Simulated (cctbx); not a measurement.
## Symmetry from intensities

Cell: a = 3.8630 Å, b = 19.8740 Å, c = 11.2960 Å, α = 90.00°, β = 90.00°, γ = 90.00°. Expected content of the cell: Er4 Mo6 Sr2 Ca4 S24.

The data are simulated with cctbx, not measured: Mo Kα, λ = 0.71073 Å, to d = 0.75 Å, 70 % of the full sphere, strongest reflection 70000 counts, noise from counting, a 4 % proportional error and a noise floor of 15 counts (s.d.); no absorption, some extinction.

A first pass over the reflections prints:

```text
5972 reflections to d = 0.750 A
centring   violations  <I/sigma> of those
    A          0 of  3027     -0.0
    B       1440 of  3001     10.4
    C       1440 of  2986     10.4
    I       1422 of  2943     10.4
    R       1931 of  3977     10.5
    F       1440 of  4507      6.9
Laue class    unique    Rint  (classes that these axes allow; Friedel mates merged)
A 1 2/m 1        1096   0.051
A 1 1 2/m        1111   0.052
A m m m           659   0.054
space group    extra absences  I>4sigma  <I/sigma>
A 2 2 2                 0          0         -  acentric
A 2 m m                 0          0         -  acentric
A m m 2                 0          0         -  acentric
A m 2 m                 0          0         -  acentric
A m m m                 0          0         -  centric
Wilson B = 0.81 A^2   <|E^2-1|> = 0.670 (0.968 centric, 0.736 acentric)   E^2>4: 0.5 %
shell (A)         n   <I/sigma>
 9.94 - 1.50    100     28.5
 1.50 - 1.19     86     32.3
 1.19 - 1.04     81     32.1
 1.04 - 0.95     79     26.0
 0.95 - 0.88     84     26.8
 0.88 - 0.83     76     29.2
 0.83 - 0.78     76     28.2
 0.78 - 0.75     77     26.1
```

Q: Read the symmetry from these tables.

The reflections that A centring forbids are absent (⟨I/σ⟩ near 0), so the lattice is A.

Rint stays low (0.051 to 0.054) up to A m m m, the highest class in these axes.

5 settings pass the absence test. No glide or screw absences show, which leaves A 2 2 2, A 2 m m, A m m 2, A m 2 m and A m m m.

⟨|E²−1|⟩ = 0.670 leans to a non-centrosymmetric structure, or to twinning, which lowers it. The Wilson B of 0.81 Å² means U ≈ 0.0103 Å².

The true group is Amm2 (no. 38), Laue class mmm, non-centrosymmetric. The tables only narrow the choice to the tied entries; cell content, site symmetry and trial solutions must settle it.

The model is made up (kin elements in a known structure type, no relaxation), so it says nothing on whether the phase exists.

[Logs are printed without paths, hosts, clocks, repeated set-up lines and the standing remarks that a program may print on its own settings, such as how far it seeks lower states.]
